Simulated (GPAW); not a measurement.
# Se K-edge XANES of ZnSe (Stilleite, F-43m), part 2 of 3

Aim: the dependence of the Se K near-edge features of ZnSe (Stilleite, F-43m) on volume.

GPAW 26.7.0; X-ray absorption from dipole matrix elements to empty bands, plane-wave PAW PBE.

So far. Step 2 (The field without a hole): The mesh shows a gap of 1.30 eV, so the hole is first treated in a charged cell, without the excited electron.

### Step 4. Spectrum with FCH, Se atom 1

The holes are 5.7 Å apart. In GPAW the data set carries the hole's charge, so charge=0 means a charged cell and charge=-1 a neutral one. The excited electron is left out and a uniform background balances the charge. After the field has converged, empty bands are computed with the density fixed and the dipole matrix elements are summed.

The absorber has 4 Zn at 2.45 Å (tetrahedral, site symmetry -43m).

The input, xas.py:

```python
import numpy as np
from ase import Atoms
from ase.parallel import parprint, paropen
from gpaw import GPAW, PW, FermiDirac, Mixer, MixerDif, setup_paths
from gpaw.test import gen
setup_paths.insert(0, '.')
gen('Se', name='fch1s', xcname='PBE', corehole=(1, 0, 1), write_xml=True)
from gpaw.mpi import world
world.barrier()

atoms = Atoms('Se4Zn4',
    cell=[[0, 0, 5.6676],
     [5.6676, 0, 0],
     [0, 5.6676, 0]],
    scaled_positions=[[0.75, 0.75, 0.75],
     [0.75, 0.25, 0.25],
     [0.25, 0.25, 0.75],
     [0.25, 0.75, 0.25],
     [0, 0, 0],
     [0, 0.5, 0.5],
     [0.5, 0.5, 0],
     [0.5, 0, 0.5]],
    pbc=True)
atoms.calc = calc = GPAW(legacy_gpaw=True, mode=PW(430, force_complex_dtype=True), xc='PBE', setups={0: 'fch1s'},
    kpts={'size': (3, 3, 3), 'gamma': True}, occupations=FermiDirac(0.02),
    charge=0, mixer=Mixer(0.1, 5, 50), maxiter=150,
    convergence={'density': 0.0001, 'eigenstates': 1e-6}, txt='scf.txt')
energy = atoms.get_potential_energy() + calc.get_reference_energy()
ef = calc.get_fermi_level()
out = dict(energy=energy, fermi=ef, forces=atoms.get_forces().tolist())
parprint(f'all-electron energy {energy:.4f} eV, Fermi level {ef:.4f} eV')
ev = np.array([[calc.get_eigenvalues(k, s) for k in range(len(calc.get_ibz_k_points()))] for s in range(calc.get_number_of_spins())])
out['homo'], out['lumo'], out['counts'] = ev[ev < ef].max(), ev[ev > ef].min(), sorted(set((ev < ef).sum((0, 2)).tolist()))
out['filled'] = (ev[:, 0] < ef).sum(1).tolist()

from ase.units import Ha
from gpaw.xas import dipole_matrix_elements
nb = int(calc.get_number_of_electrons() / 2) + 111
top, nb = nb, nb + 8 + nb // 12
nscf = calc.fixed_density(kpts={'size': (4, 4, 4), 'gamma': True}, nbands=nb,
    convergence={'bands': top, 'eigenstates': 5e-3}, maxiter=60, txt='nscf.txt')
cell = atoms.cell.array
ops = [cell.T @ U.T @ np.linalg.inv(cell.T) for U in nscf.wfs.kd.symmetry.op_scc]
filled = [36]  # bands filled in the ground state, by spin
E = np.arange(-6, 34, 0.1)
fwhm = np.interp(E, [4, 25], [2.33, 3.5])
Y, X, zero, highest = 0, 0, 1e9, 1e9
for spin in range(nscf.get_number_of_spins()):
    wfs = nscf.wfs
    mine = wfs.bd.get_slice()  # this rank's bands
    A = dipole_matrix_elements(wfs.setups[0])
    eps = np.zeros((wfs.kd.nibzkpts, nb))
    d = np.zeros((3, A.shape[1], wfs.kd.nibzkpts, nb), complex)
    for kpt in wfs.kpt_u:
        if kpt.s == spin and 0 in kpt.P_ani:
            eps[kpt.k, mine] = kpt.eps_n * Ha
            d[:, :, kpt.k, mine] = (kpt.weight * wfs.nspins / 2) ** 0.5 * np.inner(A, kpt.P_ani[0])
    world.sum(eps)
    world.sum(d)
    T = np.einsum('amkn,bmkn->abkn', d, d.conj()).real
    T = sum(np.einsum('ai,ijkn,bj->abkn', R, T, R) for R in ops) / len(ops)
    empty = np.ones_like(eps, bool) & (np.arange(nb) >= filled[spin])
    zero, highest = min(zero, eps[empty].min()), min(highest, eps[:, top - 1].min())
    lines = [(eps, T, empty)] if spin == 0 else lines + [(eps, T, empty)]
for eps, T, empty in lines:
    f = np.einsum('aakn->akn', T).reshape(3, -1)
    x = eps.ravel() - zero
    w = np.interp(x, E, fwhm) / 2.35482
    g = np.exp(-0.5 * ((E[:, None] - x) / w) ** 2) / (w * (2 * np.pi) ** 0.5)
    Y = Y + (f * empty.ravel()) @ g.T
    X = X + (f * ~empty.ravel()) @ g.T
out.update(E=E.round(2).tolist(), xas=Y.tolist(), xes=X.tolist(), zero=zero, valid=highest - zero, nk=len(eps), nb=nb)
for i in range(0, len(E), 10):
    parprint(f'{E[i]:7.2f}', *(f'{v:10.3e}' for v in Y[:, i]))
import json
with paropen('out.json', 'w') as f:
    json.dump(out, f)
```

The run is started by

```sh
OMP_NUM_THREADS=1 mpirun -n 4 gpaw python xas.py
```

Numbers of over 12 decimals in the logs are rounded to 6 here.

What it wrote:

```text
Input parameters:
  convergence: {density: 0.0001,
                eigenstates: 1e-06}
  kpts: {gamma: True,
         size: (3, 3, 3)}
  maxiter: 150
  mixer: {backend: pulay,
          beta: 0.1,
          method: separate,
          nmaxold: 5,
          weight: 50}
  mode: {ecut: 430.0,
         force_complex_dtype: True,
         name: pw}
  occupations: {fixmagmom: False,
                name: fermi-dirac,
                width: 0.02}
  setups: {0: fch1s}
  xc: PBE

Initialize ...

[... PAW data sets ...]

Reference energy: -447156.128224  # eV

Spin-paired calculation

[... convergence settings ...]
Symmetries present (total): 6
  [... symmetry matrices ...]

27 k-points: 3 x 3 x 3 Monkhorst-Pack grid
6 k-points in the irreducible part of the Brillouin zone
       k-points in crystal coordinates                weights
   0:     0.00000000    0.00000000    0.00000000          1/27
   1:     0.33333333    0.00000000   -0.33333333          6/27
   2:     0.33333333    0.00000000    0.00000000          6/27
   3:     0.33333333    0.33333333   -0.33333333          6/27
   4:     0.33333333    0.33333333    0.00000000          6/27
   5:     0.33333333    0.33333333    0.33333333          2/27

Wave functions: Plane wave expansion
  Cutoff energy: 430.000 eV
  Number of coefficients (min, max): 3682, 3743
  Pulay-stress correction: 0.000000 eV/Ang^3 (de/decut=0.000000)
  Using FFTW library
  Wavefunction extrapolation:
    Improved wavefunction reuse through dual PAW basis

Occupation numbers: Fermi-Dirac:
  width: 0.0200  # eV

Eigensolver
   Davidson(niter=2)

Densities:
  Coarse grid: 28*28*28 grid
  Fine grid: 56*56*56 grid
  Total Charge: 1.000000

Density mixing:
  Method: separate
  Backend: pulay
  Linear mixing parameter: 0.1
  old densities: 5
  Width of damping distribution: 1.1
  Damping of long wavelength oscillations: 50

[... Hamiltonian set-up ...]
Number of atoms: 8
Number of atomic orbitals: 52
Number of bands in calculation: 48
Number of valence electrons: 72
Bands to converge: occupied

... initialized

Initializing position-dependent things.

Density initialized from atomic densities
Creating initial wave functions:
  48 bands from LCAO basis set

                    Se
           Se
         Zn
             Se
              Zn
                  Se
                Zn
       Zn

Atomic positions and initial magnetic moments

Positions:
   0 Se     4.250700    4.250700    4.250700    ( 0.0000,  0.0000,  0.0000)
   1 Se     1.416900    1.416900    4.250700    ( 0.0000,  0.0000,  0.0000)
   2 Se     1.416900    4.250700    1.416900    ( 0.0000,  0.0000,  0.0000)
   3 Se     4.250700    1.416900    1.416900    ( 0.0000,  0.0000,  0.0000)
   4 Zn     0.000000    0.000000    0.000000    ( 0.0000,  0.0000,  0.0000)
   5 Zn     2.833800    2.833800    0.000000    ( 0.0000,  0.0000,  0.0000)
   6 Zn     2.833800    0.000000    2.833800    ( 0.0000,  0.0000,  0.0000)
   7 Zn     0.000000    2.833800    2.833800    ( 0.0000,  0.0000,  0.0000)

Unit cell:
           periodic     x           y           z      points  spacing
  1. axis:    yes    0.000000    0.000000    5.667600    28     0.2024
  2. axis:    yes    5.667600    0.000000    0.000000    28     0.2024
  3. axis:    yes    0.000000    5.667600    0.000000    28     0.2024

  Lengths:   5.667600   5.667600   5.667600
  Angles:   90.000000  90.000000  90.000000

Effective grid spacing dv^(1/3) = 0.2024

iter:   1   -40.390703
iter:   2   -40.195765   -0.48  -1.25
iter:   3   -39.181308   -1.10  -1.29
iter:   4   -39.209747   -1.90  -1.54
iter:   5   -39.396384   -1.62  -1.58
iter:   6   -39.201134   -2.41  -2.12
iter:   7   -39.181550   -2.11  -2.35
iter:   8   -39.184219c  -3.20  -2.71
iter:   9   -39.177681c  -2.74  -2.84
iter:  10   -39.174864c  -3.76  -3.09
iter:  11   -39.174784c  -5.10  -3.48
iter:  12   -39.174871c  -5.11  -3.55
iter:  13   -39.174944c  -4.45  -3.64
iter:  14   -39.174806c  -4.98  -3.71
iter:  15   -39.174808c  -6.10c -4.13c

Converged after 15 iterations.

Dipole moment: (0.312390, 0.312390, 0.312390) |e|*Ang

Energy contributions relative to reference atoms: (reference = -447156.128224)

Kinetic:        +36.620848
Potential:      -45.537747
External:        +0.000000
XC:             -29.918159
Entropy (-ST):   -0.000000
Local:           -0.339749
SIC:             +0.000000
--------------------------
Free energy:    -39.174808
Extrapolated:   -39.174808

Showing only first 2 kpts
 Kpt  Band  Eigenvalues  Occupancy
  0    34      3.68430    2.00000
  0    35      3.68430    2.00000
  0    36      4.91134    0.00000
  0    37      6.96024    0.00000

  1    34      2.59224    2.00000
  1    35      3.40269    2.00000
  1    36      7.06619    0.00000
[...]
Fermi level: 4.24859

Gap: 1.227 eV
Transition (v -> c):
  (s=0, k=0, n=35, [0.00, 0.00, 0.00]) -> (s=0, k=0, n=36, [0.00, 0.00, 0.00])
No difference between direct/indirect transitions

Forces in eV/Ang:
  0 Se   -0.00001   -0.00001   -0.00001
  1 Se    0.00000    0.00000   -0.00000
  2 Se    0.00000   -0.00000    0.00000
  3 Se   -0.00000    0.00000    0.00000
  4 Zn    0.68369    0.68369    0.68369
  5 Zn   -0.68369   -0.68369    0.68369
  6 Zn   -0.68369    0.68369   -0.68369
  7 Zn    0.68369   -0.68369   -0.68369
Scalar-relativistic atomic PBE calculation for Se (Selenium, Z=34)
Core hole in 1s state (1s occupation: 1.0)
600 radial gridpoints.
|------------------------------------------------|
|------------------------------------------------|
[... the atom generator's iteration count ...]

Energy contributions:
-------------------------
Kinetic:    +1995.332652
XC:           -77.338929
Potential:  -3880.415820
-------------------------
Total:      -1962.422097

state      eigenvalue         ekin         rmax
-----------------------------------------------
1s^1.0 :  -474.645999   596.265971        0.029
2s^2.0 :   -62.888667   119.745014        0.161
2p^6.0 :   -56.461753   117.818727        0.128
3s^2.0 :    -8.979962    28.652734        0.489
3p^6.0 :    -6.776424    26.375695        0.482
3d^10.0:    -2.889029    21.572423        0.430
4s^2.0 :    -1.099374     4.413458        1.422
4p^4.0 :    -0.643622     3.138376        1.627
-----------------------------------------------
(units: Bohr and Hartree)

Generating PAW setup
Kinetic energy of the core from tauc = 1996.400626
Cutoffs:
rc(s)=1.600
rc(p)=1.900
rc(d)=1.600
rc(vbar)=1.440
rc(comp)=1.600
rc(nct)=1.900

Kinetic energy of the core states: 1973.952231
Charge: 1.0
Core electrons: 27.0
Valence electrons: 6.0
Pseudo-core charge: 0.683671
Shape function alpha=3.906
Pseudo-electron charge 7.110734
state    eigenvalue         norm
--------------------------------
4s(2) :    -1.099374     1.141074
*s    :    -0.099374
4p(4) :    -0.643622     1.036229
*p    :     0.356378
*d    :     0.000000
--------------------------------

Diagonalizing with gridspacing h=0.050

state   all-electron     PAW
-------------------------------
4s:      -1.099374    -1.100023
4p:      -0.643622    -0.644201
*d:                   -0.133486
*f:                   -0.018142
-------------------------------
all-electron energy -447195.3030 eV, Fermi level 4.2486 eV
[...]
31.00  7.347e-08  7.347e-08  7.347e-08
  32.00  8.233e-08  8.233e-08  8.233e-08
  33.00  8.836e-08  8.836e-08  8.836e-08
```

Run time: 55 s. Hardware: 4 MPI ranks of Arm Neoverse V1, shared host; peak memory 0.29 GiB; 3.7 min of CPU time.

The Se K spectrum, Se atom 1, full core hole (charged cell) (energy from the lowest empty level; intensity scaled to a mean of 1 over the first 20 eV):

```csv
E (eV),intensity
-2.0,0.00
-1.0,0.01
0.0,0.10
1.0,0.43
2.0,1.00
3.0,1.36
4.0,1.39
5.0,1.38
6.0,1.40
7.0,1.46
8.0,1.40
9.0,1.12
10.0,0.81
11.0,0.62
12.0,0.62
13.0,0.77
14.0,0.93
15.0,0.98
16.0,0.97
17.0,0.97
18.0,0.95
19.0,0.86
20.0,0.81
21.0,0.86
22.0,0.95
23.0,0.96
24.0,0.90
25.0,0.92
26.0,1.04
27.0,1.10
28.0,1.00
29.0,0.84
30.0,0.78
31.0,0.84
32.0,0.95
```

Main maxima below 30 eV (height): 7.2 eV (1.47), 15.2 eV (0.98), 22.6 eV (0.97) and 26.8 eV (1.10). A K edge sees empty p states on the absorber.

The energy difference (zero at 12693 eV) isn't read as a photon energy: for so heavy an absorber the terms left out (the hole's spin, the functional's error) amount to tens of eV or more.

### Step 5. Supercell without a hole, the energy reference

The cell changes for the next run, so it gets a reference energy of its own.

The cell differs from the one that the last finished run ended in (a 5.668 → 5.552 Å, b 5.668 → 5.552 Å, c 5.668 → 5.552 Å).

The input, scf.py:

```python
import numpy as np
from ase import Atoms
from ase.parallel import parprint, paropen
from gpaw import GPAW, PW, FermiDirac, Mixer, MixerDif, setup_paths
from gpaw.test import gen
setup_paths.insert(0, '.')
gen('Se', name='nch1s', xcname='PBE', corehole=(1, 0, 0), write_xml=True)
from gpaw.mpi import world
world.barrier()

atoms = Atoms('Se4Zn4',
    cell=[[0, 0, 5.55190223],
     [5.55190223, 0, 0],
     [0, 5.55190223, 0]],
    scaled_positions=[[0.75, 0.75, 0.75],
     [0.75, 0.25, 0.25],
     [0.25, 0.25, 0.75],
     [0.25, 0.75, 0.25],
     [0, 0, 0],
     [0, 0.5, 0.5],
     [0.5, 0.5, 0],
     [0.5, 0, 0.5]],
    pbc=True)
atoms.calc = calc = GPAW(legacy_gpaw=True, mode=PW(430, force_complex_dtype=True), xc='PBE', setups={0: 'nch1s'},
    kpts={'size': (3, 3, 3), 'gamma': True}, occupations=FermiDirac(0.02),
    charge=0, mixer=Mixer(0.1, 5, 50), maxiter=150,
    convergence={'density': 0.0001, 'eigenstates': 1e-6}, txt='scf.txt')
energy = atoms.get_potential_energy() + calc.get_reference_energy()
ef = calc.get_fermi_level()
out = dict(energy=energy, fermi=ef, forces=atoms.get_forces().tolist())
parprint(f'all-electron energy {energy:.4f} eV, Fermi level {ef:.4f} eV')
ev = np.array([[calc.get_eigenvalues(k, s) for k in range(len(calc.get_ibz_k_points()))] for s in range(calc.get_number_of_spins())])
out['homo'], out['lumo'], out['counts'] = ev[ev < ef].max(), ev[ev > ef].min(), sorted(set((ev < ef).sum((0, 2)).tolist()))
out['filled'] = (ev[:, 0] < ef).sum(1).tolist()
import json
with paropen('out.json', 'w') as f:
    json.dump(out, f)
```

The run is started by

```sh
OMP_NUM_THREADS=1 mpirun -n 4 gpaw python scf.py
```

What it wrote:

```text
Input parameters:
  convergence: {density: 0.0001,
                eigenstates: 1e-06}
  kpts: {gamma: True,
         size: (3, 3, 3)}
  maxiter: 150
  mixer: {backend: pulay,
          beta: 0.1,
          method: separate,
          nmaxold: 5,
          weight: 50}
  mode: {ecut: 430.0,
         force_complex_dtype: True,
         name: pw}
  occupations: {fixmagmom: False,
                name: fermi-dirac,
[...]
4s(2) :    -0.634914     1.091049
*s    :     0.365086
4p(4) :    -0.239319     1.027021
*p    :     0.760681
*d    :     0.000000
--------------------------------

Diagonalizing with gridspacing h=0.050

state   all-electron     PAW
-------------------------------
4s:      -0.634914    -0.635422
4p:      -0.239319    -0.239692
*d:                    0.039336
*f:                    0.072876
-------------------------------
all-electron energy -459883.4039 eV, Fermi level 5.0952 eV
[key lines of the parts left out:]
Converged after 15 iterations.
Dipole moment: (0.000000, 0.000000, 0.000000) |e|*Ang
Free energy:    -23.967920
Fermi level: 5.09522
```

Run time: 11 s. Hardware: 4 MPI ranks; peak memory 0.19 GiB.

Reference energy: -459883.404 eV with the cores included.

### Step 6. Spectrum with FCH, Se atom 1

Shorter bonds are expected to push antibonding states and scattering resonances up, and longer ones down; the cell is scaled to test that.

Changed against the first core-hole run: volume scale from 1 to 0.94.

xas.py: that of step 4 with these lines changed.

```diff
@@ -11,5 +11,5 @@
 atoms = Atoms('Se4Zn4',
-    cell=[[0, 0, 5.6676],
-     [5.6676, 0, 0],
-     [0, 5.6676, 0]],
+    cell=[[0, 0, 5.55190223],
+     [5.55190223, 0, 0],
+     [0, 5.55190223, 0]],
     scaled_positions=[[0.75, 0.75, 0.75],
@@ -37,3 +37,3 @@
 from gpaw.xas import dipole_matrix_elements
-nb = int(calc.get_number_of_electrons() / 2) + 111
+nb = int(calc.get_number_of_electrons() / 2) + 105
 top, nb = nb, nb + 8 + nb // 12
```

The run is started by

```sh
OMP_NUM_THREADS=1 mpirun -n 4 gpaw python xas.py
```

What it wrote:

```text
Input parameters:
  convergence: {density: 0.0001,
                eigenstates: 1e-06}
  kpts: {gamma: True,
         size: (3, 3, 3)}
  maxiter: 150
  mixer: {backend: pulay,
          beta: 0.1,
          method: separate,
          nmaxold: 5,
          weight: 50}
  mode: {ecut: 430.0,
         force_complex_dtype: True,
         name: pw}
  occupations: {fixmagmom: False,
                name: fermi-dirac,
[...]
*p    :     0.356378
*d    :     0.000000
--------------------------------

Diagonalizing with gridspacing h=0.050

state   all-electron     PAW
-------------------------------
4s:      -1.099374    -1.100023
4p:      -0.643622    -0.644201
*d:                   -0.133486
*f:                   -0.018142
-------------------------------
all-electron energy -447195.5453 eV, Fermi level 4.9677 eV
[...]
32.00  7.375e-08  7.375e-08  7.375e-08
  33.00  8.253e-08  8.253e-08  8.253e-08
[key lines of the parts left out:]
Converged after 17 iterations.
Dipole moment: (0.306835, 0.306828, 0.306835) |e|*Ang
Free energy:    -39.417123
Fermi level: 4.96768
```

The job ended after 53 s (4 MPI ranks; peak memory 0.28 GiB).

```csv
E (eV),first run,this run
-2.0,0.00,0.00
-1.0,0.01,0.01
0.0,0.10,0.10
1.0,0.43,0.44
2.0,1.00,0.99
3.0,1.36,1.33
4.0,1.39,1.41
5.0,1.38,1.40
6.0,1.40,1.38
7.0,1.46,1.45
8.0,1.40,1.40
9.0,1.12,1.13
10.0,0.81,0.84
11.0,0.62,0.66
12.0,0.62,0.62
13.0,0.77,0.73
14.0,0.93,0.90
15.0,0.98,0.97
16.0,0.97,0.96
17.0,0.97,0.96
18.0,0.95,0.95
19.0,0.86,0.89
20.0,0.81,0.79
21.0,0.86,0.79
22.0,0.95,0.88
23.0,0.96,0.94
24.0,0.90,0.91
25.0,0.92,0.86
26.0,1.04,0.94
27.0,1.10,1.09
28.0,1.00,1.11
29.0,0.84,0.97
30.0,0.78,0.80
31.0,0.84,0.76
32.0,0.95,0.83
```

The scaled spectrum changes by 5 % r.m.s. The highest intensity below 24 eV goes from 7.2 eV (1.47) to 7.4 eV (1.46).

The photon energy of the zero moves by +0.36 eV.

### Step 7. Supercell without a hole, the energy reference

The cell changes for the next run, so it gets a reference energy of its own.

The cell differs from the one that the last finished run ended in (a 5.552 → 5.610 Å, b 5.552 → 5.610 Å, c 5.552 → 5.610 Å).

scf.py: that of step 5 with these lines changed.

```diff
@@ -11,5 +11,5 @@
 atoms = Atoms('Se4Zn4',
-    cell=[[0, 0, 5.55190223],
-     [5.55190223, 0, 0],
-     [0, 5.55190223, 0]],
+    cell=[[0, 0, 5.6103476],
+     [5.6103476, 0, 0],
+     [0, 5.6103476, 0]],
     scaled_positions=[[0.75, 0.75, 0.75],
```

The run is started by

```sh
OMP_NUM_THREADS=1 mpirun -n 4 gpaw python scf.py
```

What it wrote:

```text
Input parameters:
  convergence: {density: 0.0001,
                eigenstates: 1e-06}
  kpts: {gamma: True,
         size: (3, 3, 3)}
  maxiter: 150
  mixer: {backend: pulay,
          beta: 0.1,
          method: separate,
          nmaxold: 5,
          weight: 50}
  mode: {ecut: 430.0,
         force_complex_dtype: True,
         name: pw}
  occupations: {fixmagmom: False,
                name: fermi-dirac,
[...]
4s(2) :    -0.634914     1.091049
*s    :     0.365086
4p(4) :    -0.239319     1.027021
*p    :     0.760681
*d    :     0.000000
--------------------------------

Diagonalizing with gridspacing h=0.050

state   all-electron     PAW
-------------------------------
4s:      -0.634914    -0.635422
4p:      -0.239319    -0.239692
*d:                    0.039336
*f:                    0.072876
-------------------------------
all-electron energy -459883.5936 eV, Fermi level 4.7191 eV
[key lines of the parts left out:]
Converged after 15 iterations.
Dipole moment: (0.000000, 0.000000, 0.000000) |e|*Ang
Free energy:    -24.157645
Fermi level: 4.71912
```

Run time: 11 s. Hardware: 4 MPI ranks; peak memory 0.19 GiB.

Reference energy: -459883.594 eV with the cores included.

[end of part 2 of 3]

[Banner, clock and machine lines of the logs are left out without a mark of their own.]

[Logs are printed without paths, hosts, clocks, repeated set-up lines and the standing remarks that a program may print on its own settings, such as how far it seeks lower states.]

[Hosts, paths, dates, database ids (printed as entryN), source tags and the programs' standing remarks are cut or masked in the printed files.]

[Lists of maxima count a maximum above −3 eV only where it reaches 4 % of the highest in the window and stands out from its surroundings by 2 % of it (1.5 % where it reaches 55 %); shoulders and weaker maxima are passed over, and of the rest the first, up to two pre-edge ones and the few strongest are named.]
